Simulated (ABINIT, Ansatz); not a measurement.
# BaTiO3 (P4mm): one start, several treatments of the self-energy

Aim: compare treatments of exchange, screening and correlation for the gap of BaTiO3 (P4mm).

Program: ABINIT 10.8.3. Level of theory: PBE and many-body steps on it, plane waves. Results are calculated unless marked as measured.

The database entry behind the starting cell differs from later determinations by our own check (c/a about 0.6 % short), so it need not match the best structure at ambient conditions.

## (1) The starting structure

It takes space group P4mm (No. 99, tetragonal). Conventional cell: a = 4.000 Å, b = 4.000 Å, c = 4.018 Å, α = 90.00°, β = 90.00°, γ = 90.00°. Nearest to Ba lie 12 O at 2.79 to 2.88 Å. Nearest to Ti lie 6 O at 1.89 to 2.13 Å. O has 2 Ti at 1.89 to 2.13 Å and 4 Ba at 2.83 Å nearest. O has 2 Ti at 2.00 Å and 4 Ba at 2.79 to 2.88 Å nearest. Farther neighbours and most contacts between anions are not listed.

The cell and positions come from the Crystallography Open Database and are kept as given unless a step says otherwise. Spin-orbit coupling is left out unless a step names it.

## (2) Empty states on the mesh, 4×4×4 mesh, 269 bands

This step: ABINIT 10.8.3; DFT, PBE, plane waves, norm-conserving pseudopotentials.

The sums over transitions need many empty states on a uniform mesh; this step solves for them.

Input file run.abi:

```
acell 3*1.0 Angstrom
rprim 
  3.999800000000 0.000000000000 0.000000000000
  0.000000000000 3.999800000000 0.000000000000
  0.000000000000 0.000000000000 4.018000000000
ntypat 3
znucl 56 22 8
natom 5
typat 1 2 3 3 3
xred 
  0.000000000000 0.000000000000 0.000000000000
  0.500000000000 0.500000000000 0.490000000000
  0.500000000000 0.500000000000 0.019000000000
  0.500000000000 0.000000000000 0.517000000000
  0.000000000000 0.500000000000 0.517000000000
pp_dirpath "pseudos"
pseudos "Ba.upf, Ti.upf, O.upf"
ecut 38
ngkpt 4 4 4
nshiftk 1
shiftk 0 0 0
kptopt 1
chksymbreak 0
irdden 1
istwfk *1
nband 269
prtvol 0
optdriver 6
gwr_task "HDIAGO"
paral_kgb 0
occopt 1
indata_prefix "in"
outdata_prefix "out"
tmpdata_prefix "tmp"
```

Launch:

```sh
OMP_NUM_THREADS=1 mpirun -n 4 abinit run.abi > log
```

The log of the run:

```text
.Version 10.8.3 of ABINIT. v10.8.2 released Aug 2026.

 Symmetries : space group P4 m m (# 99); Bravais tP (primitive tetrag.)
[... echo of the input left out ...]
== DATASET  1 ==================================================================
-   mpi_nproc: 4, omp_nthreads: 1 (-1 if OMP is not activated)

--- !DatasetInfo
iteration_state: {dtset: 1, }
dimensions: {natom: 5, nkpt: 18, mband: 269, nsppol: 1, nspinor: 1, nspden: 1, mpw: 4929, }
cutoff_energies: {ecut:  38.0, pawecutdg:  -1.0, }
[...]
Indirect band gap semiconductor
 Fundamental gap:     1.826 (eV)
   VBM:     6.633 (eV) at k: [ 5.0000E-01,  5.0000E-01,  5.0000E-01]
   CBM:     8.459 (eV) at k: [ 0.0000E+00,  0.0000E+00,  0.0000E+00]
 Direct gap:         2.106 (eV) at k: [ 0.0000E+00,  0.0000E+00,  0.0000E+00]

== END DATASET(S) ==============================================================
================================================================================

 -outvars: echo values of variables after computation  --------
           etotal      0.0000000000E+00
            nband         269
             nkpt          18
          spgroup          99
 [... the other variables as echoed above ...]

 Calculation completed.
```

The job ended after 5.1 min (4 MPI ranks of Arm Neoverse V2, shared host; peak memory 5.3 GiB; 21 min of CPU time).

Numbers from this step:

| Item | Value |
| --- | --- |
| gap | 1.826 eV |
| k of the valence top | 0.5, 0.5, 0.5 |
| k of the conduction bottom | 0, 0, 0 |
| least direct gap | 2.106 eV |
| k points computed | 18 |
| lowest point of the top converged band, above the valence top | 125.6117 eV |

On this mesh the gap is 1.826 eV.

The density comes from a self-consistent run that is not shown.

## (3) Screening, 4×4×4 mesh, 118 bands, screening to 141.5 eV

The RPA dielectric matrix is built and inverted for each q.

This step: RPA screening on PBE, plane waves, norm-conserving pseudopotentials.

Edit run.abi of step 2 so:

```diff
@@ -23,10 +23,11 @@
 chksymbreak 0
-irdden 1
 istwfk *1
-nband 269
-prtvol 0
-optdriver 6
-gwr_task "HDIAGO"
-paral_kgb 0
 occopt 1
+irdwfk 1
+optdriver 3
+nband 118
+ecuteps 5.2
+inclvkb 2
+awtr 1
+symchi 1
 indata_prefix "in"
```

The log of the run:

```text
.Version 10.8.3 of ABINIT. v10.8.2 released Aug 2026.

 Symmetries : space group P4 m m (# 99); Bravais tP (primitive tetrag.)
[... echo of the input left out ...]
== DATASET  1 ==================================================================
-   mpi_nproc: 4, omp_nthreads: 1 (-1 if OMP is not activated)

--- !DatasetInfo
iteration_state: {dtset: 1, }
dimensions: {natom: 5, nkpt: 18, mband: 118, nsppol: 1, nspinor: 1, nspden: 1, mpw: 4929, }
cutoff_energies: {ecut:  38.0, pawecutdg:  -1.0, }
electrons: {nelect:   4.00000000E+01, charge:   0.00000000E+00, occopt:   1.00000000E+00, tsmear:   1.00000000E-02, }

 SCREENING: Calculation of the susceptibility and dielectric matrices

 Based on a program developped by R.W. Godby, V. Olevano, G. Onida, and L. Reining.
 Incorporated in ABINIT by V. Olevano, G.-M. Rignanese, and M. Torrent.
.Using double precision arithmetic ; gwpc =  8

[... cell and pseudopotentials left out ...]
--------------------------------------------------------------------------------

 ==== K-mesh for the wavefunctions ====
 Number of points in the irreducible wedge :    18
[... list of points left out ...]
 Together with  8 symmetry operations and time-reversal symmetry
 yields    64 points in the full Brillouin Zone.

 ==== Q-mesh for the screening function ====
 Number of points in the irreducible wedge :    18
[... list of points left out ...]
 Together with  8 symmetry operations and time-reversal symmetry
 yields    64 points in the full Brillouin Zone.

 setmesh: FFT mesh size selected  =    30x   30x   30
          total number of points  =        27000

 vcoul_init : cutoff-mode = AUXILIARY_FUNCTION
 q-points for optical limit:   1
     1)      0.000010    0.000020    0.000030

- screening: taking advantage of time-reversal symmetry
- Maximum band index for partially occupied states nbvw = 20
- Remaining bands to be divided among processors   nbcw = 98
- Number of bands treated by each node ~24

 Number of electrons calculated from density =   40.0000; Expected =   40.0000
 average of density, n =  0.092210
 r_s =    1.3731
 omega_plasma =   29.2917 [eV]

 calculating chi0 at frequencies [eV] :
  1    0.000000E+00    0.000000E+00
  2    0.000000E+00    2.929166E+01

--------------------------------------------------------------------------------
  q-point number  1        q = ( 0.000000, 0.000000, 0.000000) [r.l.u.]
--------------------------------------------------------------------------------
[... chi0 elements left out ...]
 For q-point:  0.000010 0.000020 0.000030
  dielectric constant =   6.1760
  dielectric constant without local fields =   6.7373

  Average fulfillment of the sum rule on Im[epsilon] for q-point    1 :     63.52  [%]
[... wings left out ...]
  q-point number  2        q = ( 0.250000, 0.000000, 0.000000) [r.l.u.]
--------------------------------------------------------------------------------
[... chi0 elements left out ...]
  Average fulfillment of the sum rule on Im[epsilon] for q-point    2 :     75.76  [%]

 [... 16 further q-points ...]
```

It took 2.4 min on 4 MPI ranks; peak memory 1.9 GiB.

Numbers from this step:

```yaml
eps_infinity_with_local_fields_on_this_mesh_along_the_program_s_q_direction: 6.176
the_same_without_local_fields: 6.737
plasma_frequency: 29.29 eV
plane_waves_in_the_screening_matrix: 251
```

Local fields lower ε∞ by 8 %. On a Γ-centred mesh this coarse the value itself is usually too large, while a short band sum pulls it down.

## (4) G0W0, Godby-Needs plasmon pole

The self-energy is evaluated for the states that the input lists, and the levels follow from it, in one-shot runs by the linearised quasiparticle equation.

This step: G0W0 on PBE, plane waves, norm-conserving pseudopotentials.

Edit run.abi of step 3 so:

```diff
@@ -26,8 +26,17 @@
 irdwfk 1
-optdriver 3
+optdriver 4
 nband 118
+gwcalctyp 0
+ecutsigx 38
+symsigma 1
+nkptgw 2
+kptgw 
+  0.5000000000 0.5000000000 0.5000000000
+  0.0000000000 0.0000000000 0.0000000000
+bdgw 
+  18 23
+  19 23
 ecuteps 5.2
-inclvkb 2
-awtr 1
-symchi 1
+irdscr 1
+ppmodel 1
 indata_prefix "in"
```

The log of the run:

```text
.Version 10.8.3 of ABINIT. v10.8.2 released Aug 2026.

 Symmetries : space group P4 m m (# 99); Bravais tP (primitive tetrag.)
[... echo of the input left out ...]
== DATASET  1 ==================================================================
-   mpi_nproc: 4, omp_nthreads: 1 (-1 if OMP is not activated)

--- !DatasetInfo
iteration_state: {dtset: 1, }
dimensions: {natom: 5, nkpt: 18, mband: 118, nsppol: 1, nspinor: 1, nspden: 1, mpw: 4929, }
cutoff_energies: {ecut:  38.0, pawecutdg:  -1.0, }
electrons: {nelect:   4.00000000E+01, charge:   0.00000000E+00, occopt:   1.00000000E+00, tsmear:   1.00000000E-02, }

 SIGMA: Calculation of the GW corrections

 Based on a program developped by R.W. Godby, V. Olevano, G. Onida, and L. Reining.
 Incorporated in ABINIT by V. Olevano, G.-M. Rignanese, and M. Torrent.
.Using double precision arithmetic ; gwpc =  8

[... cell and pseudopotentials left out ...]
--------------------------------------------------------------------------------

 ==== K-mesh for the wavefunctions ====
 Number of points in the irreducible wedge :    18
[... list of points left out ...]
 Together with  8 symmetry operations and time-reversal symmetry
 yields    64 points in the full Brillouin Zone.

 ==== Q-mesh for screening function ====
 Number of points in the irreducible wedge :    18
[... list of points left out ...]
 Together with  8 symmetry operations and time-reversal symmetry
 yields    64 points in the full Brillouin Zone.

 vcoul_init : cutoff-mode = AUXILIARY_FUNCTION
 q-points for optical limit:   1
     1)      0.000010    0.000020    0.000030
 setmesh: FFT mesh size selected  =    45x   45x   45
          total number of points  =        91125

 Number of electrons calculated from density =   40.0000; Expected =   40.0000
 average of density, n =  0.092210
 r_s =    1.3731
 omega_plasma =   29.2917 [eV]

 === KS Band Gaps ===
  >>>> For spin  1
   Minimum direct gap =   2.1061 [eV], located at k-point      :   0.0000  0.0000  0.0000
   Fundamental gap    =   1.8259 [eV], Top of valence bands at :   0.5000  0.5000  0.5000
                                       Bottom of conduction at :   0.0000  0.0000  0.0000
 SIGMA fundamental parameters:
 PLASMON POLE MODEL  1
 number of plane-waves for SigmaX                 4929
 number of plane-waves for SigmaC and W            251
 number of plane-waves for wavefunctions          4929
 number of bands                                   118
 number of independent spin polarizations            1
 number of spinorial components                      1
 number of k-points in IBZ                          18
 number of q-points in IBZ                          18
 number of symmetry operations                       8
 number of k-points in BZ                           64
 number of q-points in BZ                           64
 number of frequencies for dSigma/dE                 9
 frequency step for dSigma/dE [eV]                0.25
 number of omega for Sigma on real axis              0
 max omega for Sigma on real axis  [eV]           0.00
 zcut for avoiding poles [eV]                     0.10

 EPSILON^-1 parameters (SCR file):
 dimension of the eps^-1 matrix on file            251
 dimension of the eps^-1 matrix used               251
 number of plane-waves for wavefunctions          4929
 number of bands                                   118
 number of q-points in IBZ                          18
 number of frequencies                               2
 number of real frequencies                          1
 number of imag frequencies                          1

 matrix elements of self-energy operator (all in [eV])

 Perturbative Calculation

--- !SelfEnergy_ee
iteration_state: {dtset: 1, }
kpoint     : [   0.500,    0.500,    0.500, ]
spin       : 1
KS_gap     :    4.212
QP_gap     :    6.002
Delta_QP_KS:    1.791
data: !SigmaeeData |
     Band     E0 <VxcDFT>   SigX SigC(E0)      Z dSigC/dE  Sig(E)    E-E0       E
       18   6.549 -19.970 -25.000   5.100   0.763  -0.310 -19.916   0.053   6.602
       19   6.549 -19.970 -25.000   5.100   0.763  -0.310 -19.916   0.053   6.602
       20   6.633 -19.991 -25.032   5.132   0.762  -0.312 -19.922   0.069   6.702
       21  10.844 -21.880 -13.200  -6.166   0.740  -0.351 -20.020   1.860  12.705
       22  10.844 -21.880 -13.200  -6.166   0.740  -0.351 -20.020   1.860  12.705
       23  10.845 -21.881 -13.129  -6.250   0.734  -0.362 -20.044   1.837  12.683

--- !SelfEnergy_ee
iteration_state: {dtset: 1, }
kpoint     : [   0.000,    0.000,    0.000, ]
spin       : 1
KS_gap     :    2.106
QP_gap     :    3.573
Delta_QP_KS:    1.467
data: !SigmaeeData |
     Band     E0 <VxcDFT>   SigX SigC(E0)      Z dSigC/dE  Sig(E)    E-E0       E
       19   6.353 -20.076 -24.606   4.611   0.769  -0.301 -20.014   0.062   6.415
       20   6.353 -20.076 -24.606   4.611   0.769  -0.301 -20.014   0.062   6.415
       21   8.459 -18.809 -11.399  -5.444   0.778  -0.286 -17.280   1.529   9.988
       22   8.671 -19.000 -11.886  -5.132   0.777  -0.287 -17.461   1.539  10.209
       23   8.671 -19.000 -11.886  -5.132   0.777  -0.287 -17.461   1.539  10.209

== END DATASET(S) ==============================================================
================================================================================

 -outvars: echo values of variables after computation  --------
           etotal      0.0000000000E+00
            nband         118
             nkpt          18
          spgroup          99
 [... the other variables as echoed above ...]

 Calculation completed.
```

Elapsed: 19 s, on 4 MPI ranks; peak memory 1.6 GiB; 75 s of CPU time.

This step gave:

* G0W0 gap on the points computed: 3.286 eV
* starting gap on the mesh: 1.826 eV
* k of the valence top: 0.5, 0.5, 0.5
* k of the conduction bottom: 0, 0, 0
* Z at the valence top: 0.762
* Z at the conduction bottom: 0.778
* least direct G0W0 gap on the computed points: 3.573 eV

The gap on the mesh goes from 1.83 eV to 3.29 eV, a correction of +1.46 eV.

## (5) G0W0, von der Linden-Horsch plasmon pole

Edit run.abi of step 4 so:

```diff
@@ -40,3 +40,3 @@
 irdscr 1
-ppmodel 1
+ppmodel 3
 indata_prefix "in"
```

The log of the run:

```text
.Version 10.8.3 of ABINIT. v10.8.2 released Aug 2026.

 Symmetries : space group P4 m m (# 99); Bravais tP (primitive tetrag.)
[... echo of the input left out ...]
== DATASET  1 ==================================================================
-   mpi_nproc: 4, omp_nthreads: 1 (-1 if OMP is not activated)

--- !DatasetInfo
iteration_state: {dtset: 1, }
dimensions: {natom: 5, nkpt: 18, mband: 118, nsppol: 1, nspinor: 1, nspden: 1, mpw: 4929, }
cutoff_energies: {ecut:  38.0, pawecutdg:  -1.0, }
electrons: {nelect:   4.00000000E+01, charge:   0.00000000E+00, occopt:   1.00000000E+00, tsmear:   1.00000000E-02, }

 SIGMA: Calculation of the GW corrections

 Based on a program developped by R.W. Godby, V. Olevano, G. Onida, and L. Reining.
 Incorporated in ABINIT by V. Olevano, G.-M. Rignanese, and M. Torrent.
.Using double precision arithmetic ; gwpc =  8

[... cell and pseudopotentials left out ...]
--------------------------------------------------------------------------------

 ==== K-mesh for the wavefunctions ====
 Number of points in the irreducible wedge :    18
[... list of points left out ...]
 Together with  8 symmetry operations and time-reversal symmetry
 yields    64 points in the full Brillouin Zone.

 ==== Q-mesh for screening function ====
 Number of points in the irreducible wedge :    18
[... list of points left out ...]
 Together with  8 symmetry operations and time-reversal symmetry
 yields    64 points in the full Brillouin Zone.

 vcoul_init : cutoff-mode = AUXILIARY_FUNCTION
 q-points for optical limit:   1
     1)      0.000010    0.000020    0.000030
 setmesh: FFT mesh size selected  =    45x   45x   45
          total number of points  =        91125

 Number of electrons calculated from density =   40.0000; Expected =   40.0000
[...]
number of omega for Sigma on real axis              0
 max omega for Sigma on real axis  [eV]           0.00
 zcut for avoiding poles [eV]                     0.10

 EPSILON^-1 parameters (SCR file):
 dimension of the eps^-1 matrix on file            251
 dimension of the eps^-1 matrix used               251
 number of plane-waves for wavefunctions          4929
 number of bands                                   118
 number of q-points in IBZ                          18
 number of frequencies                               2
 number of real frequencies                          1
 number of imag frequencies                          1

 matrix elements of self-energy operator (all in [eV])

 Perturbative Calculation

--- !SelfEnergy_ee
iteration_state: {dtset: 1, }
kpoint     : [   0.500,    0.500,    0.500, ]
spin       : 1
KS_gap     :    4.212
QP_gap     :    6.451
Delta_QP_KS:    2.239
data: !SigmaeeData |
     Band     E0 <VxcDFT>   SigX SigC(E0)      Z dSigC/dE  Sig(E)    E-E0       E
       18   6.549 -19.970 -25.000   4.904   0.835  -0.197 -20.075  -0.106   6.443
       19   6.549 -19.970 -25.000   4.904   0.835  -0.197 -20.075  -0.106   6.443
       20   6.633 -19.991 -25.032   4.939   0.835  -0.197 -20.077  -0.086   6.547
[...]
--- !SelfEnergy_ee
iteration_state: {dtset: 1, }
kpoint     : [   0.000,    0.000,    0.000, ]
spin       : 1
KS_gap     :    2.106
QP_gap     :    3.697
Delta_QP_KS:    1.591
data: !SigmaeeData |
     Band     E0 <VxcDFT>   SigX SigC(E0)      Z dSigC/dE  Sig(E)    E-E0       E
[...]
22   8.671 -19.000 -11.886  -5.307   0.846  -0.182 -17.471   1.529  10.199
       23   8.671 -19.000 -11.886  -5.307   0.846  -0.182 -17.471   1.529  10.199

== END DATASET(S) ==============================================================
================================================================================

 -outvars: echo values of variables after computation  --------
           etotal      0.0000000000E+00
            nband         118
             nkpt          18
          spgroup          99
 [... the other variables as echoed above ...]

 Calculation completed.
```

Run time: 10 s. Hardware: 4 MPI ranks; peak memory 1.5 GiB.

Numbers from this step:

| Item | Value |
| --- | --- |
| G0W0 gap on the points computed | 3.412 eV |
| starting gap on the mesh | 1.826 eV |
| k of the valence top | 0.5, 0.5, 0.5 |
| k of the conduction bottom | 0, 0, 0 |
| Z at the valence top | 0.835 |
| Z at the conduction bottom | 0.847 |
| least direct G0W0 gap on the computed points | 3.698 eV |

Against G0W0 in ABINIT (4×4×4 mesh, 118 bands, screening to 141.5 eV, Godby-Needs plasmon pole), the gap moves by +0.126 eV.

## (6) G0W0, Engel-Farid plasmon pole

Edit run.abi of step 5 so:

```diff
@@ -40,3 +40,3 @@
 irdscr 1
-ppmodel 3
+ppmodel 4
 indata_prefix "in"
```

The log of the run:

```text
.Version 10.8.3 of ABINIT. v10.8.2 released Aug 2026.

 Symmetries : space group P4 m m (# 99); Bravais tP (primitive tetrag.)
[... echo of the input left out ...]
== DATASET  1 ==================================================================
-   mpi_nproc: 4, omp_nthreads: 1 (-1 if OMP is not activated)

--- !DatasetInfo
iteration_state: {dtset: 1, }
dimensions: {natom: 5, nkpt: 18, mband: 118, nsppol: 1, nspinor: 1, nspden: 1, mpw: 4929, }
cutoff_energies: {ecut:  38.0, pawecutdg:  -1.0, }
[...]
Band     E0 <VxcDFT>   SigX SigC(E0)      Z dSigC/dE  Sig(E)    E-E0       E
[...]
22   8.671 -19.000 -11.886  -5.161   0.801  -0.249 -17.437   1.564  10.234
       23   8.671 -19.000 -11.886  -5.161   0.801  -0.249 -17.437   1.564  10.234

== END DATASET(S) ==============================================================
================================================================================

 -outvars: echo values of variables after computation  --------
           etotal      0.0000000000E+00
            nband         118
             nkpt          18
          spgroup          99
 [... the other variables as echoed above ...]

 Calculation completed.
```

Elapsed: 10 s, on 4 MPI ranks; peak memory 1.5 GiB.

This step gave:

- G0W0 gap on the points computed: 3.398 eV
- starting gap on the mesh: 1.826 eV
- k of the valence top: 0.5, 0.5, 0.5
- k of the conduction bottom: 0, 0, 0
- least direct G0W0 gap on the computed points: 3.687 eV

Against G0W0 in ABINIT (4×4×4 mesh, 118 bands, screening to 141.5 eV, Godby-Needs plasmon pole), the gap moves by +0.112 eV.

(Continued in part 2 of 2.)

[Paths, hosts, dates, memory and timing lines, banners, echoed tables and standing remarks are left out of the program output.]

[Logs are printed without paths, hosts, clocks, repeated set-up lines and the standing remarks that a program may print on its own settings, such as how far it seeks lower states.]

[Runs of the session that timed out or met a known fault of the program may be left out.]

[Hosts, paths, dates, database ids (printed as entryN), source tags and the programs' standing remarks are cut or masked in the printed files.]

[G0W0 gaps are taken among the corrected bands and points alone; a level outside them can change the order at an edge.]

[Where Ansatz stands beside ABINIT at settings called matched, ABINIT's density can come from a denser mesh and the files from another edition; pairs whose starting gaps differed by over 0.03 eV were left out, so agreement reads better than it is.]
